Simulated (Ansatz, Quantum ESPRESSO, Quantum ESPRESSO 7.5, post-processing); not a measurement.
# vacuum gap of 5.0 Å between two Rh(111) faces: ballistic transmission

Aim: the zero-bias transmission with pwcond for this junction: vacuum gap of 5.0 Å between two Rh(111) faces.

Method: plane-wave DFT, PBE, GBRV ultrasoft pseudopotentials (cross-check by Ansatz 0.2.0 with PAW datasets), in Quantum ESPRESSO 7.5.

Most raw output is cut from this account.

### 1. The starting structure

The cell holds 18 atoms: 18 Rh. Its edges and angles: a = 2.708 Å, b = 2.708 Å, c = 42.591 Å, α = 90.0°, β = 90.0°, γ = 60.0°. It derives from Rh. Regions: left lead, 9 atoms (9 Rh); right lead, 9 atoms (9 Rh). The structure is stacked along c, and the current runs across the ab planes.

### 2. Ground state

One periodic cell holds a stretch of lead, the junction and more lead; the atoms stay as built.

scf.in reads:

```
&control
  prefix = 'scf'
  outdir = './out'
  pseudo_dir = './pseudo'
  calculation = 'scf'
  tprnfor = .true.
/
&system
  ibrav = 0
  nat = 18
  ntyp = 1
  ecutwfc = 40
  ecutrho = 200
  occupations = 'smearing'
  smearing = 'mv'
  degauss = 0.01
/
&electrons
  conv_thr = 1e-07
  mixing_beta = 0.25
  electron_maxstep = 120
  mixing_mode = 'local-TF'
/
ATOMIC_SPECIES
  Rh  102.9055  rh_pbe_v1.4.uspp.F.UPF
CELL_PARAMETERS angstrom
  2.70821897194448 0.00000000000000 0.00000000000000
  1.35410948597224 2.34538642871489 0.00000000000000
  0.00000000000000 0.00000000000000 42.59127602693654
ATOMIC_POSITIONS crystal
  Rh  0.000000000000 0.000000000000 0.000000000000
  Rh  0.333333333000 0.333333333000 0.051917945112
  Rh  0.666666667000 0.666666667000 0.103835890223
  Rh  0.000000000000 0.000000000000 0.155753835335
  Rh  0.333333333000 0.333333333000 0.207671780446
  Rh  0.666666667000 0.666666667000 0.259589725558
  Rh  0.000000000000 0.000000000000 0.311507670669
  Rh  0.333333333000 0.333333333000 0.363425615781
  Rh  0.666666667000 0.666666667000 0.415343560892
  Rh  0.000000000000 0.000000000000 0.532738493996
  Rh  0.333333333000 0.333333333000 0.584656439108
  Rh  0.666666667000 0.666666667000 0.636574384219
  Rh  0.000000000000 0.000000000000 0.688492329331
  Rh  0.333333333000 0.333333333000 0.740410274442
  Rh  0.666666667000 0.666666667000 0.792328219554
  Rh  0.000000000000 0.000000000000 0.844246164665
  Rh  0.333333333000 0.333333333000 0.896164109777
  Rh  0.666666667000 0.666666667000 0.948082054888
K_POINTS automatic
  10 10 1 0 0 0
```

On the command line:

```sh
$ OMP_NUM_THREADS=1 mpirun -n 4 pw.x -nk 4 -in scf.in > scf.out
```

Run time: 4.3 min. Hardware: 4 MPI ranks of Arm Neoverse V1, shared host; peak memory 1.4 GiB.

Numbers from this step:

| Quantity | Value |
| --- | --- |
| free energy | -41926.0295 eV |
| Fermi energy | 19.12 eV |

The program's own clock; routines nest. Time by routine:

| routine | wall time (s) | calls |
| --- | --- | --- |
| PWSCF | 259.6 | 1 |
| electrons | 247.1 | 1 |
| c_bands | 214.3 | 13 |
| cegterg | 207.6 | 52 |
| h_psi | 118.6 | 194 |
| fftw | 79.1 | 47936 |
| vloc_psi | 70.55 | 194 |
| calbec | 36.64 | 262 |
| sum_band | 27.99 | 13 |
| h_psi:calbec | 23.63 | 194 |
| add_vuspsi | 23.53 | 194 |
| s_psi | 23.5 | 194 |
| init_run | 8.59 | 1 |
| wfcinit | 8.1 | 1 |

The run needed 13 iterations to bring the estimated error under 1e-07 Ry; the largest force on any atom, held or free, is 0.31 eV/Å.

### 3. Transmission with pwcond.x

prefixt takes both regions from one run: the lead from 0 to bdl, the scattering region from bdl to bds (units of alat). ikind = 1 puts the same lead on both sides. The program's T_tot counts both spins in a run without spin; the tables below give T per spin.

cond.in reads:

```
&inputcond
  outdir = './out'
  prefixt = 'scf'
  tran_file = 'cond.dat'
  bdl = 2.4494897417
  bds = 15.7266736816
  ikind = 1
  ewind = 4.0
  epsproj = 1e-05
  nz1 = 7
  energy0 = 0.4
  denergy = -0.4
/
10
  0.00000000 0.00000000 0.01562500
  0.00000000 0.12500000 0.09375000
  0.00000000 0.25000000 0.09375000
  0.00000000 0.37500000 0.09375000
  0.00000000 0.50000000 0.04687500
  0.12500000 0.25000000 0.09375000
  0.12500000 0.37500000 0.18750000
  0.12500000 0.50000000 0.18750000
  0.25000000 0.50000000 0.09375000
  0.25000000 0.62500000 0.09375000
3
```

On the command line:

```sh
$ OMP_NUM_THREADS=1 mpirun -n 4 pwcond.x -in cond.in > cond.out
```

It took 70 s on 4 MPI ranks; peak memory 0.29 GiB; 4.7 min of CPU time.

Numbers from this step:

* lead channels at the Fermi level, one spin: 2.062
* transmission at the Fermi level, one spin: 0.07276
* conductance: 0.07276 G₀

Per spin; mean over the k mesh across the current. The open channels, zone mean by energy, zero at the Fermi level:

| energy (eV) | open channels, zone mean |
| --- | --- |
| -0.400 | 1.59 |
| 0.000 | 2.06 |
| 0.400 | 1.69 |

Per spin; mean over the k mesh across the current. The transmission, zone mean by energy, zero at the Fermi level:

| energy (eV) | transmission, zone mean |
| --- | --- |
| -0.400 | 0.0903 |
| 0.000 | 0.0728 |
| 0.400 | 0.0539 |

At 0.000 eV; k in fractions of b1, b2. Transmission by k point:

| k1 | k2 | weight | t | channels |
| --- | --- | --- | --- | --- |
| 0 | 0 | 0.01562 | 0.482 | 3 |
| 0 | 0.125 | 0.09375 | 0.2086 | 2 |
| 0 | 0.25 | 0.09375 | 0.08862 | 2 |
| 0 | 0.375 | 0.09375 | 0.02328 | 3 |
| 0 | 0.5 | 0.04688 | 0.006279 | 3 |
| 0.125 | 0.25 | 0.09375 | 0.1438 | 2 |
| 0.125 | 0.375 | 0.1875 | 0.06025 | 2 |
| 0.125 | 0.5 | 0.1875 | 0.03939 | 2 |
| 0.25 | 0.5 | 0.09375 | 0.01882 | 1 |
| 0.25 | 0.625 | 0.09375 | 0.01021 | 2 |

The program's own clock; routines nest. Time by routine:

| routine | wall time (s) | calls |
| --- | --- | --- |
| PWCOND | 69.59 | 1 |
| scatter_forw | 60.66 | 60 |
| compbs | 2.53 | 30 |
| local | 2.47 | 10 |
| compbs_2 | 2.06 | 30 |
| init | 0.6 | 1 |
| poten | 0.06 | 1 |

The run is unpolarised; a magnetic state was not tried, may lie lower and would change T.

At no point does T exceed the number of channels.

### 4. Transmission with pwcond.x, with nz1 = 11

How much does a setting matter? One run is repeated with a change.

cond.w.in is the input of step 3 with these lines changed:

```diff
@@ -3,3 +3,3 @@
   prefixt = 'scf'
-  tran_file = 'cond.dat'
+  tran_file = 'cond.w.dat'
   bdl = 2.4494897417
@@ -9,3 +9,3 @@
   epsproj = 1e-05
-  nz1 = 7
+  nz1 = 11
   energy0 = 0.4
```

On the command line:

```sh
$ OMP_NUM_THREADS=1 mpirun -n 4 pwcond.x -in cond.w.in > cond.w.out
```

The job ended after 83 s (4 MPI ranks; peak memory 0.3 GiB; 5.5 min of CPU time).

Beside the run it was changed from:

| quantity | this run | unchanged run | difference |
| --- | --- | --- | --- |
| transmission at the Fermi level, one spin | 0.07257 | 0.07276 | -1.9e-4 |
| lead channels at the Fermi level, one spin | 2.062 | 2.062 | 0 |
| wall time (s) | 83 | 70 |  |

Over all energies T moves by up to 2.4e-4, at -0.4 eV.

The physical values in this table move by up to 0.27 %.

### 5. The same in Ansatz

As a check, the same structure is run in Ansatz.

Level of this step: plane-wave DFT, PBE, Ansatz PAW (Ansatz 0.2.0).

input.yaml reads:

```yaml
crystal:
  lattice:
    - [2.7082189719, 0.0, 0.0]
    - [1.354109486, 2.3453864287, 0.0]
    - [0.0, 0.0, 42.5912760269]
  atoms:
    - { symbol: Rh, position: [0.0, 0.0, 0.0] }
    - { symbol: Rh, position: [0.333333333, 0.333333333, 0.0519179451] }
    - { symbol: Rh, position: [0.666666667, 0.666666667, 0.1038358902] }
    - { symbol: Rh, position: [0.0, 0.0, 0.1557538353] }
    - { symbol: Rh, position: [0.333333333, 0.333333333, 0.2076717804] }
    - { symbol: Rh, position: [0.666666667, 0.666666667, 0.2595897256] }
    - { symbol: Rh, position: [0.0, 0.0, 0.3115076707] }
    - { symbol: Rh, position: [0.333333333, 0.333333333, 0.3634256158] }
    - { symbol: Rh, position: [0.666666667, 0.666666667, 0.4153435609] }
    - { symbol: Rh, position: [0.0, 0.0, 0.532738494] }
    - { symbol: Rh, position: [0.333333333, 0.333333333, 0.5846564391] }
    - { symbol: Rh, position: [0.666666667, 0.666666667, 0.6365743842] }
    - { symbol: Rh, position: [0.0, 0.0, 0.6884923293] }
    - { symbol: Rh, position: [0.333333333, 0.333333333, 0.7404102744] }
    - { symbol: Rh, position: [0.666666667, 0.666666667, 0.7923282196] }
    - { symbol: Rh, position: [0.0, 0.0, 0.8442461647] }
    - { symbol: Rh, position: [0.333333333, 0.333333333, 0.8961641098] }
    - { symbol: Rh, position: [0.666666667, 0.666666667, 0.9480820549] }
kpoints:
  mp_grid: { grid: [10, 10, 1] }
hamiltonian:
  xc: pbe
scf:
  occupations: { method: fermi_dirac, width: 0.1 }
  convergence: { dr2_threshold: 1.0e-08 }
output:
  transmission: { leads: [[0, 3]], e_range: [-0.4, 0.4], de: 0.4, kmesh: [8, 8] }
  write_potential: true
  write_density: true
  volumetric_format: npy
```

On the command line:

```sh
$ ansatz run input.yaml --threads 4 --pin off --max-ram 8192MiB --backend cpu --events-out ev --progress --plain --runs-dir out
```

It took 18 s on 4 threads; peak memory 1.4 GiB; 68 s of CPU time.

This step gave:

| Property | Result |
| --- | --- |
| free energy | -115250.8951 eV |
| energy at zero smearing | -115250.4571 eV |
| smearing term TS | 0.8759 eV |
| Fermi energy | 20.02 eV |
| symmetry operations | 12 |
| transmission at the Fermi level, one spin | 0.07244 |
| step of the lead's Hamiltonian over a period | 4.2 meV |

Per spin; mean over the k mesh across the current. Transmission, zone mean against energy, zero at the Fermi level:

| energy (eV) | transmission, zone mean |
| --- | --- |
| -0.400 | 0.0900 |
| 0.000 | 0.0724 |
| 0.400 | 0.0544 |

Per spin; mean over the k mesh across the current. Table of open channels, zone mean by energy, zero at the Fermi level:

| energy (eV) | open channels, zone mean |
| --- | --- |
| -0.400 | 1.59 |
| 0.000 | 2.06 |
| 0.400 | 1.69 |

Ansatz finds T = 0.0724 against pwcond's 0.0728.

### 6. All levels side by side

All levels:

| step | T at the Fermi level (per spin) | conductance (G0) | r.m.s. T(E) from the first | CPU time of the step (s) | peak memory (GiB) |
| --- | --- | --- | --- | --- | --- |
| Ansatz | 0.07244 | - | 0 | 67.5 | 1.357 |
| pwcond | 0.07276 | 0.07276 | 3.77e-4 | 280.2 | 0.29 |
| pwcond, changed setting | 0.07257 | 0.07257 | 2.85e-4 | 332.4 | 0.3 |

Per spin; mean over the k mesh across the current. Transmission, zone mean against energy, zero at the Fermi level:

| energy (eV) | Ansatz | pwcond | pwcond, changed setting |
| --- | --- | --- | --- |
| -0.400 | 0.0900 | 0.0903 | 0.0901 |
| 0.000 | 0.0724 | 0.0728 | 0.0726 |
| 0.400 | 0.0544 | 0.0539 | 0.0539 |

### 7. A check by hand

The Landauer sum over the mesh, Σ w T = 0.0938 × 0.209 + 0.0938 × 0.144 + 0.1875 × 0.0602 + … = 0.07276.

G = 0.0728 × 77.48 µS = 5.64 µS a cell. Times the area of 6.352 Å², the resistance-area product is A/G = 11.3 fΩ m², the leads' contact resistance included.

### 8. Results

```
conductance from T at the Fermi level, a cell (G₀ = 2e²/h) : 0.0728 G₀
conductance per area                                       : 88.8 S/μm²
lead channels per spin                                     : 2.06
the same conductance by Ansatz                             : 0.0724 G₀
```

What this shows: The junction conducts 0.0728 G₀ a cell at the Fermi level (PBE, GBRV ultrasoft). At the Fermi level the junction passes 3.5 % of what the leads offer. At the Fermi level pwcond and Ansatz differ by 0.45 %, a close match. Points with over 2.5 times the mean carry 37 % of T, so the mean leans on few points, and the mesh was not tested. Over -0.4 to 0.4 eV, T lies between 0.054 and 0.090 per spin. The geometry is as built, not relaxed, and the leads are short. Semilocal functionals lack the image potential in a vacuum gap.

[Logs are printed without paths, hosts, clocks, repeated set-up lines and the standing remarks that a program may print on its own settings, such as how far it seeks lower states.]

[Hosts, paths, dates, database ids (printed as entryN), source tags and the programs' standing remarks are cut or masked in the printed files.]

[Maps of the electrostatic potential energy from Ansatz leave out the sawtooth potential of an applied field or a dipole correction, so their vacuum need not be flat; planar profiles and work functions include it.]
